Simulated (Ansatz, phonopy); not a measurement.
# Quasi-harmonic thermodynamics of K2Pt (Fm-3m), part 2 of 3

Aim: the lattice, expansion, heat capacity and bulk modulus of K2Pt as it warms. The starting cell is a computed one from a database.

Ansatz 0.2.0; DFT PBEsol, scalar-relativistic, plane waves, PAW.

So far. Step 2 (Probe on a coarse mesh): The start is under -0.54 GPa at this level and looks like an insulator or semiconductor on this mesh. Step 4 (Tight relaxation): The residual pressure is -5.3e-5 GPa, small enough for phonons.

**5. The quasi-harmonic study, q-mesh 1×1×1**

The study relaxes the crystal at several strains, solves the phonons on some of them and minimises the free energy at each temperature (static energy, vibrations, the electrons in a metal, and PV under a set pressure); the q-mesh sets how far the force constants reach.

File input.yaml:

```yaml
crystal:
  lattice:
    - [0.0, 3.7382798494, 3.7382798494]
    - [3.7382798494, 0.0, 3.7382798494]
    - [3.7382798494, 3.7382798494, 0.0]
  atoms:
    - { symbol: K, position: [0.75, 0.75, 0.75] }
    - { symbol: K, position: [0.25, 0.25, 0.25] }
    - { symbol: Pt, position: [0.0, 0.0, 0.0] }
kpoints:
  mp_grid: { grid: [6, 6, 6] }
hamiltonian:
  xc: pbesol
scf:
  occupations: { method: fixed }
output:
  eigenvalues: true
phonons:
  method: dfpt
  qmesh: [1, 1, 1]
  temperatures: { t_max: 550.0, t_step: 50 }
  thermal_expansion: {}
```

Run with:

```bash
$ ansatz run input.yaml --threads 4 --pin off --max-ram 8192MiB --backend cpu --events-out ev --progress --plain --runs-dir out
```

Numbers of over 12 decimals in the logs are rounded to 6 here.

The log of the run:

```text
[...]
Crystal: 3 atoms, lattice volume = 104.483 Å³
Basis set: ecut = 487.2 eV, 2637 PW (Γ), exchange–correlation on 80×80×80 points (8 copies of the dense FFT grid, shifted against one another)
Bands: 22, of which v1, the nominal top of the filled ones, is band 18 counted from 1 (17 counted from 0)
Symmetry: 48 space group operations
[...]
k-points: 16 of 216
[...]
SCF iter   1: F=—  HF=-15415.425874 eV  |F-HF|=—  |Δ(HF+E_count)|=         —  Δρ=2.85e-3  dr2=1.09e-2  ethr=1.77e-3  ⟨swp⟩=4.8  Hψ=1402  notcnv=0  defer=25
[...]
SCF iter   8: F=-15415.425810 eV  HF=-15415.425810 eV  |F-HF|=1.46e-11  |Δ(HF+E_count)|=  1.58e-10  Δρ=7.95e-8  dr2=3.52e-12  ethr=1.00e-12  ⟨swp⟩=7.8  Hψ=1904  notcnv=0
SCF 1 converged in 8 iterations: F = -15415.425810 eV  dr2 = 3.52e-12
[...]
relax step   1: F+E_penalty+E_count = -15415.42580977 eV  Δ(F+E_penalty+E_count) = +0.000e0 eV  max|allowed force component| = 8.481e-18 eV/Å  Δτ_max = 0.0000 Å  (8 SCF iters, accepted)
SCF converged after 8 iterations
Free energy (F): -15415.425810 eV
[...]
Internal energy: -15415.425810 eV  (E = F + TS)
E sigma→0 (E₀):  -15415.425810 eV
Fermi energy:    4.747671 eV
[...]
--- Stress (GPa, compression-positive) ---
       -0.000328       0.000000      -0.000000
        0.000000      -0.000328       0.000000
        0.000000      -0.000000      -0.000328
  P = ⅓ Tr σ = -0.0003 GPa (-0.003 kbar)
--- Band table (eV; the first three rows and the last of 16) ---
  k-point 0: bands = [... 14 lower, 4.5372, 4.6977, 4.6977, 4.6977, 8.3002, 8.3002, 8.3002, 10.4350]
  k-point 1: bands = [... 14 lower, 4.5514, 4.6600, 4.6924, 4.6924, 7.6022, 8.4573, 8.4573, 10.7291]
  k-point 2: bands = [... 14 lower, 4.5797, 4.6039, 4.6831, 4.6831, 6.6514, 8.8037, 8.8037, 10.8084]
  k-point 15: bands = [... 14 lower, 4.4518, 4.5854, 4.6948, 4.7029, 6.9028, 8.0990, 8.1246, 9.7345]
── thermal expansion: 3 new cells, 3 in all ──
thermal expansion: relaxation of cell 2
thermal expansion: relaxation of cell 3
── thermal expansion: 2 new cells, 5 in all ──
thermal expansion: relaxation of cell 4
thermal expansion: lower-state search of cell 4
thermal expansion: phonons of cell 4
thermal expansion: relaxation of cell 5
thermal expansion: phonons of cell 5
── thermal expansion: 7 new cells, 12 in all ──
thermal expansion: relaxation of cell 6
thermal expansion: relaxation of cell 7
thermal expansion: relaxation of cell 8
thermal expansion: relaxation of cell 9
thermal expansion: relaxation of cell 10
thermal expansion: relaxation of cell 11
thermal expansion: relaxation of cell 12
thermal expansion: phonons of cell 6
thermal expansion: phonons of cell 7
thermal expansion: phonons of cell 8
thermal expansion: phonons of cell 9
WARN: thermal expansion: narrow_supercell: the supercell is narrow for a crystal that has a band gap and may be polar, so the expansion can be far off: type phonons.supercell or phonons.qmesh [2, 2, 2] or more in a new run
WARN: thermal expansion: phonon_interpolation_lacks_dipole_term in the phonons of 6 cells: 4, 5, 6, 7, 8, 9
--- Relaxed structure (1 steps of the walk, 1 accepted, 0 SCFs on fresh bases) ---
  F+E_penalty+E_count = -15415.42580977 eV   max|allowed force component| = 8.481e-18 eV/Å
  atoms:
    - { symbol: K, position: [0.75, 0.75, 0.75] }
    - { symbol: K, position: [0.25, 0.25, 0.25] }
    - { symbol: Pt, position: [0.0, 0.0, 0.0] }
--- Thermal expansion: 12 cells in 3 rounds, 0 GPa ---
  no lower state was reached at cell 4
  without vibrations: a 5.28669, b 5.28669, c 5.28669 Å, V 104.4809 Å³, B 16.79 GPa
  at 0 K: a 5.29751, b 5.29751, c 5.29751 Å, V 105.1237 Å³, B 16.52 GPa
  zero-point expansion: a +0.205, b +0.205, c +0.205, V +0.615 %
      T/K        a/Å        b/Å        c/Å       V/Å³ | expansion of a, b, c, V (1e-6/K)   | that of V in the mean from 25 °C | C_P, C_V (J/mol K of the cell) | B_T, B_S (GPa)
     0.00    5.29751    5.29751    5.29751   105.1237 |    0.00    0.00    0.00    0.00 |   94.52 |     0.000     0.000 |    16.52    16.52
   100.00    5.30830    5.30830    5.30830   105.7670 |   33.34   33.34   33.34  100.02 |  112.20 |    67.296    66.276 |    16.00    16.25
   200.00    5.32753    5.32753    5.32753   106.9209 |   38.13   38.13   38.13  114.39 |  117.84 |    75.164    72.598 |    15.23    15.77
   298.15    5.34823    5.34823    5.34823   108.1720 |   40.82   40.82   40.82  122.47 |       - |    78.048    73.841 |    14.44    15.27
   350.00    5.35975    5.35975    5.35975   108.8727 |   42.20   42.20   42.20  126.61 |  124.93 |    79.277    74.121 |    14.02    14.99
   450.00    5.38317    5.38317    5.38317   110.3063 |   45.07   45.07   45.07  135.20 |  129.93 |    81.610    74.413 |    13.17    14.45
   550.00    5.40836    5.40836    5.40836   111.8621 |   48.40   48.40   48.40  145.20 |  135.45 |    84.161    74.558 |    12.29    13.88
  the static fit leaves 0.001 meV an atom of the energies and, of the stresses, 0.000 GPa of each cell's largest along a strain (root mean squares over the cells), whose Pulay part it has at -0.006 GPa
  vibrations' free energy: its fit leaves 0.0000 meV an atom at the most
  the electrons' free energy at temperature is not in it: every band gap is over 0.57 eV
  free energies summed between the sampled wave vectors
  estimated error of the fitted expansion in any direction: up to 0.046e-6/K, at 450 K (an estimate, not a bound: it was exceeded on models of known expansion)
  by sums over the sampled wave vectors an expansion of the volume parts by up to 59.91e-6/K
  by a static energy of one degree less an expansion of the volume parts by up to 0.39e-6/K
  band gaps on the cells' k-points are 1.213 to 1.456 eV
  narrow_supercell: the supercell is narrow for a crystal that has a band gap and may be polar, so the expansion can be far off: type phonons.supercell or phonons.qmesh [2, 2, 2] or more in a new run
  phonon_interpolation_lacks_dipole_term in the phonons of 6 cells: 4, 5, 6, 7, 8, 9
```

Elapsed: 81 s, on 4 threads of Arm Neoverse V1, shared host; peak memory 0.69 GiB.

This step gave:

| Property | Result |
| --- | --- |
| pressure | -3.28e-4 GPa |
| gap on the k-mesh | 1.401 eV |
| volume expansion coefficient at 298 K | 122.5 1e-6/K |
| C_P at 298 K | 26.02 J/mol-atom/K |
| entropy at 298 K | 51.57 J/mol-atom/K |
| isothermal bulk modulus at 298 K | 14.44 GPa |
| Grüneisen parameter at 298 K | 1.560 |
| volume at 298 K | 36.06 Å³/atom |
| principal linear expansion coefficients at 298 K | 40.82, 40.82, 40.82 1e-6/K |

Strained cells of the study; zero-point energy where phonons were solved; the pressures are stresses at a fixed cutoff and can carry an offset from the finite basis. Expansion cells, by row:

| cell | \|a\| (Å) | \|b\| (Å) | \|c\| (Å) | V (Å³/atom) | E - E_lowest (meV/atom) | pressure (GPa) | gap (eV) | zero-point energy (meV/atom) |
| --- | --- | --- | --- | --- | --- | --- | --- | --- |
| 1 | 5.287 | 5.287 | 5.287 | 34.83 | 0 | -0.006 | 1.401 | - |
| 2 | 5.329 | 5.329 | 5.329 | 35.67 | 1.025 | -0.387 | 1.359 | - |
| 3 | 5.245 | 5.245 | 5.245 | 34.01 | 1.062 | 0.417 | 1.445 | - |
| 4 | 5.287 | 5.287 | 5.287 | 34.84 | 0 | -0.01 | 1.401 | 15.25 |
| 5 | 5.314 | 5.314 | 5.314 | 35.36 | 0.415 | -0.252 | 1.375 | 14.92 |
| 6 | 5.351 | 5.351 | 5.351 | 36.11 | 2.319 | -0.567 | 1.338 | 14.46 |
| 7 | 5.383 | 5.383 | 5.383 | 36.76 | 5.122 | -0.813 | 1.308 | 14.07 |
| 8 | 5.415 | 5.415 | 5.415 | 37.43 | 8.962 | -1.04 | 1.279 | 13.69 |
| 9 | 5.448 | 5.448 | 5.448 | 38.11 | 13.79 | -1.248 | 1.25 | 13.31 |
| 10 | 5.235 | 5.235 | 5.235 | 33.81 | 1.648 | 0.526 | 1.456 | - |
| 11 | 5.261 | 5.261 | 5.261 | 34.32 | 0.401 | 0.25 | 1.428 | - |
| 12 | 5.491 | 5.491 | 5.491 | 39.03 | 21.69 | -1.499 | 1.213 | - |

Quasi-harmonic; a, b, c are the run's own cell vectors. Expansion, by row:

| T (K) | a (Å) | b (Å) | c (Å) | alpha (deg) | beta (deg) | gamma (deg) | cell volume (Å³/cell) | alpha_a (1e-6/K) | alpha_b (1e-6/K) | alpha_c (1e-6/K) | alpha_V (1e-6/K) | C_P (J/mol-atom/K) | C_V (J/mol-atom/K) | S (J/mol-atom/K) | B_T (GPa) | B_S (GPa) | Grueneisen | extrapolation | fit error (1e-6/K) |
| --- | --- | --- | --- | --- | --- | --- | --- | --- | --- | --- | --- | --- | --- | --- | --- | --- | --- | --- | --- |
| 0 | 5.298 | 5.298 | 5.298 | 60 | 60 | 60 | 105.1 | 0 | 0 | 0 | 0 | 0 | 0 | 0 | 16.52 | 16.52 | - | 0 | 0 |
| 50 | 5.3 | 5.3 | 5.3 | 60 | 60 | 60 | 105.3 | 24.07 | 24.07 | 24.07 | 72.21 | 16.08 | 15.99 | 11.15 | 16.36 | 16.45 | 1.561 | 0 | 0 |
| 100 | 5.308 | 5.308 | 5.308 | 60 | 60 | 60 | 105.8 | 33.34 | 33.34 | 33.34 | 100 | 22.43 | 22.09 | 24.79 | 16 | 16.25 | 1.538 | 0 | 0.01 |
| 150 | 5.318 | 5.318 | 5.318 | 60 | 60 | 60 | 106.3 | 36.37 | 36.37 | 36.37 | 109.1 | 24.22 | 23.63 | 34.28 | 15.62 | 16.01 | 1.539 | 0 | 0.02 |
| 200 | 5.328 | 5.328 | 5.328 | 60 | 60 | 60 | 106.9 | 38.13 | 38.13 | 38.13 | 114.4 | 25.05 | 24.2 | 41.37 | 15.23 | 15.77 | 1.545 | 0 | 0.02 |
| 250 | 5.338 | 5.338 | 5.338 | 60 | 60 | 60 | 107.5 | 39.55 | 39.55 | 39.55 | 118.6 | 25.6 | 24.47 | 47.02 | 14.83 | 15.51 | 1.552 | 0 | 0.03 |
| 298.1 | 5.348 | 5.348 | 5.348 | 60 | 60 | 60 | 108.2 | 40.82 | 40.82 | 40.82 | 122.5 | 26.02 | 24.61 | 51.57 | 14.44 | 15.27 | 1.56 | 0 | 0.03 |
| 300 | 5.349 | 5.349 | 5.349 | 60 | 60 | 60 | 108.2 | 40.87 | 40.87 | 40.87 | 122.6 | 26.03 | 24.62 | 51.73 | 14.43 | 15.26 | 1.561 | 0 | 0.03 |
| 350 | 5.36 | 5.36 | 5.36 | 60 | 60 | 60 | 108.9 | 42.2 | 42.2 | 42.2 | 126.6 | 26.43 | 24.71 | 55.77 | 14.02 | 14.99 | 1.57 | 0 | 0.04 |
| 400 | 5.371 | 5.371 | 5.371 | 60 | 60 | 60 | 109.6 | 43.59 | 43.59 | 43.59 | 130.8 | 26.81 | 24.77 | 59.33 | 13.6 | 14.72 | 1.579 | 0 | 0.05 |
| 450 | 5.383 | 5.383 | 5.383 | 60 | 60 | 60 | 110.3 | 45.07 | 45.07 | 45.07 | 135.2 | 27.2 | 24.8 | 62.51 | 13.17 | 14.45 | 1.59 | 0 | 0.05 |
| 500 | 5.396 | 5.396 | 5.396 | 60 | 60 | 60 | 111.1 | 46.66 | 46.66 | 46.66 | 140 | 27.61 | 24.83 | 65.39 | 12.74 | 14.16 | 1.601 | 0 | 0.04 |
| 550 | 5.408 | 5.408 | 5.408 | 60 | 60 | 60 | 111.9 | 48.4 | 48.4 | 48.4 | 145.2 | 28.05 | 24.85 | 68.05 | 12.29 | 13.88 | 1.613 | 0 | 0.04 |

Expansion coefficient against temperature; values in 1e-6/K:

| temperature (K) | volume | principal 1 |
| --- | --- | --- |
| 0 | 0 | 0 |
| 50 | 72.2 | 24.1 |
| 100 | 100 | 33.3 |
| 150 | 109 | 36.4 |
| 200 | 114 | 38.1 |
| 250 | 119 | 39.5 |
| 298 | 122 | 40.8 |
| 300 | 123 | 40.9 |
| 350 | 127 | 42.2 |
| 400 | 131 | 43.6 |
| 450 | 135 | 45.1 |
| 500 | 140 | 46.7 |
| 550 | 145 | 48.4 |

At 298 K the volume expansion is 122 × 10⁻⁶/K and B_T is 14.4 GPa. The log warns that this q-mesh is too narrow, so the figure can be far off. The program raised the cutoff to 487.2 eV by itself: with no cutoff typed, the study takes about 1.16 times the default for its relaxations and scales it with the volume for the phonons.

**6. Free-energy fit**

This step: DFT PBEsol, scalar-relativistic, plane waves, PAW (phonopy 4.10.0).

Numbers from this step:

```
volume expansion coefficient at 300 K : 122.6 1e-6/K
isothermal bulk modulus at 300 K      : 14.43 GPa
C_P at 300 K                          : 26.14 J/mol-atom/K
Grüneisen parameter at 300 K          : 1.561
```

Table of energy (each curve on its own zero) by volume; values in meV/atom:

| volume (Å³/atom) | static | F at 0 K | F at 300 K | F at 550 K |
| --- | --- | --- | --- | --- |
| 34.84 | 0 | 0.97 | 5.43 | 9.88 |
| 35.36 | 0.42 | 1.05 | 4.06 | 7.04 |
| 36.11 | 2.32 | 2.49 | 3.42 | 4.32 |
| 36.76 | 5.12 | 4.91 | 4 | 3.09 |
| 37.43 | 8.96 | 8.37 | 5.58 | 2.82 |
| 38.11 | 13.8 | 12.8 | 8.11 | 3.46 |

Phonopy-qha, vinet fit of F(V) at each temperature. Qha vinet, by row:

| T (K) | fitted volume (Å³/atom) | alpha_V (1e-6/K) | B_T (GPa) | C_P (J/mol-atom/K) | Grueneisen |
| --- | --- | --- | --- | --- | --- |
| 100 | 35.26 | 97.3 | 15.99 | 22.8 | 1.496 |
| 150 | 35.44 | 108.5 | 15.62 | 24.55 | 1.531 |
| 200 | 35.64 | 114.2 | 15.23 | 25.27 | 1.543 |
| 250 | 35.85 | 118.6 | 14.84 | 25.75 | 1.552 |
| 300 | 36.07 | 122.6 | 14.43 | 26.14 | 1.561 |
| 350 | 36.29 | 126.6 | 14.02 | 26.51 | 1.57 |
| 400 | 36.53 | 130.8 | 13.6 | 26.87 | 1.58 |
| 450 | 36.77 | 135.3 | 13.17 | 27.25 | 1.591 |
| 500 | 37.02 | 140.1 | 12.74 | 27.66 | 1.602 |

Volume expansion coefficient against temperature; values in 1e-6/K:

| temperature (K) | phonopy-qha, Vinet | Ansatz's own study |
| --- | --- | --- |
| 100 | 97.3 | 100 |
| 150 | 109 | 109 |
| 200 | 114 | 114 |
| 250 | 119 | 119 |
| 300 | 123 | 123 |
| 350 | 127 | 127 |
| 400 | 131 | 131 |
| 450 | 135 | 135 |
| 500 | 140 | 140 |

The fit gives a volume expansion of 123 × 10⁻⁶/K at 300 K, against 122 at 298 K from the study itself, whose static fit uses more cells.

(Part 2 of 3 ends here.)

[Logs are printed without paths, hosts, clocks, repeated set-up lines and the standing remarks that a program may print on its own settings, such as how far it seeks lower states.]

[Hosts, paths, dates, database ids (printed as entryN), source tags and the programs' standing remarks are cut or masked in the printed files.]

[A step with changed settings may run another functional than the one named; its input shows which.]

[Pressures of single members of a volume series are the stress at the run's cutoff; with an incomplete basis they can lie off −dE/dV of the same runs, and they are not shown converged.]
